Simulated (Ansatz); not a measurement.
# KMgF3 (Pm-3m): refractive index against wavelength

The refractive index of KMgF3 (Pm-3m) below the direct gap (7.65 eV on the mesh) is read from one computed spectrum, n = √(Re ε).

Cell: a, b, c = 3.986, 3.986, 3.986 Å (primitive vectors), 5 atoms.

Method: Ansatz 0.2.0, PBE, independent particles, k-mesh 6×6×6 with interpolation inside its cells, Gaussian parameter 0.15 eV.

Launch of the response step: `ansatz run input.yaml --threads 2 --pin off --max-ram 5120MiB --backend cpu --events-out ev --progress --plain --runs-dir out`. The run took 24 s, on 2 threads of Intel(R) Xeon(R) Platinum 8259CL CPU @ 2.50GHz (Skylake/Cascade Lake), with other jobs on the host.

```tsv
wavelength (nm)	photon energy E (eV)	n
532	2.331	1.4831
450	2.755	1.4873
405	3.061	?
365	3.397	1.4952
308	4.025	1.5053
266	4.661	1.5182
248	4.999	1.5265
```

In the single-oscillator model n² − 1 = E₀E_d/(E₀² − E²), so 1/(n² − 1) = E₀/E_d − E²/(E₀E_d) is linear in E².

Working, on the rows shown:

| x = E² (eV²) | y = 1/(n² − 1) |
| --- | --- |
| 5.43137 | 0.833621 |
| 7.59115 | 0.825041 |
| 11.5384 | 0.809308 |
| 16.2043 | 0.789934 |
| 21.7255 | 0.766324 |
| 24.9936 | 0.751765 |

Means: x̄ = 14.581, ȳ = 0.796. Σ(x − x̄)(y − ȳ) = -1.27, Σ(x − x̄)² = 303.9. Slope = -1.27 / 303.9 = -0.004179; intercept = ȳ − slope · x̄ = 0.85693. Turned back into n, the line misses the rows shown by at most 0.00042.

Predict the last column of the withheld row from the fit.

At x = 9.3718 the line gives y = 0.81777, that is 1.4909. The run gave 1.4908, so the interpolation is off by 0.00012, 0.3 % of the range in the table.

Refitted with all rows, the slope is -0.004182 and the intercept 0.85701. These give E₀ = √(intercept/−slope) = 14.31 eV and E_d = E₀/intercept = 16.7 eV; E₀ is 1.9 times the direct gap. The electronic limit at long wavelengths, without lattice vibrations, is n = √(1 + 1/intercept) = 1.472. Excitons are left out and so are local fields; PBE gaps are as a rule too small.

[Logs are printed without paths, hosts, clocks, repeated set-up lines and the standing remarks that a program may print on its own settings, such as how far it seeks lower states.]
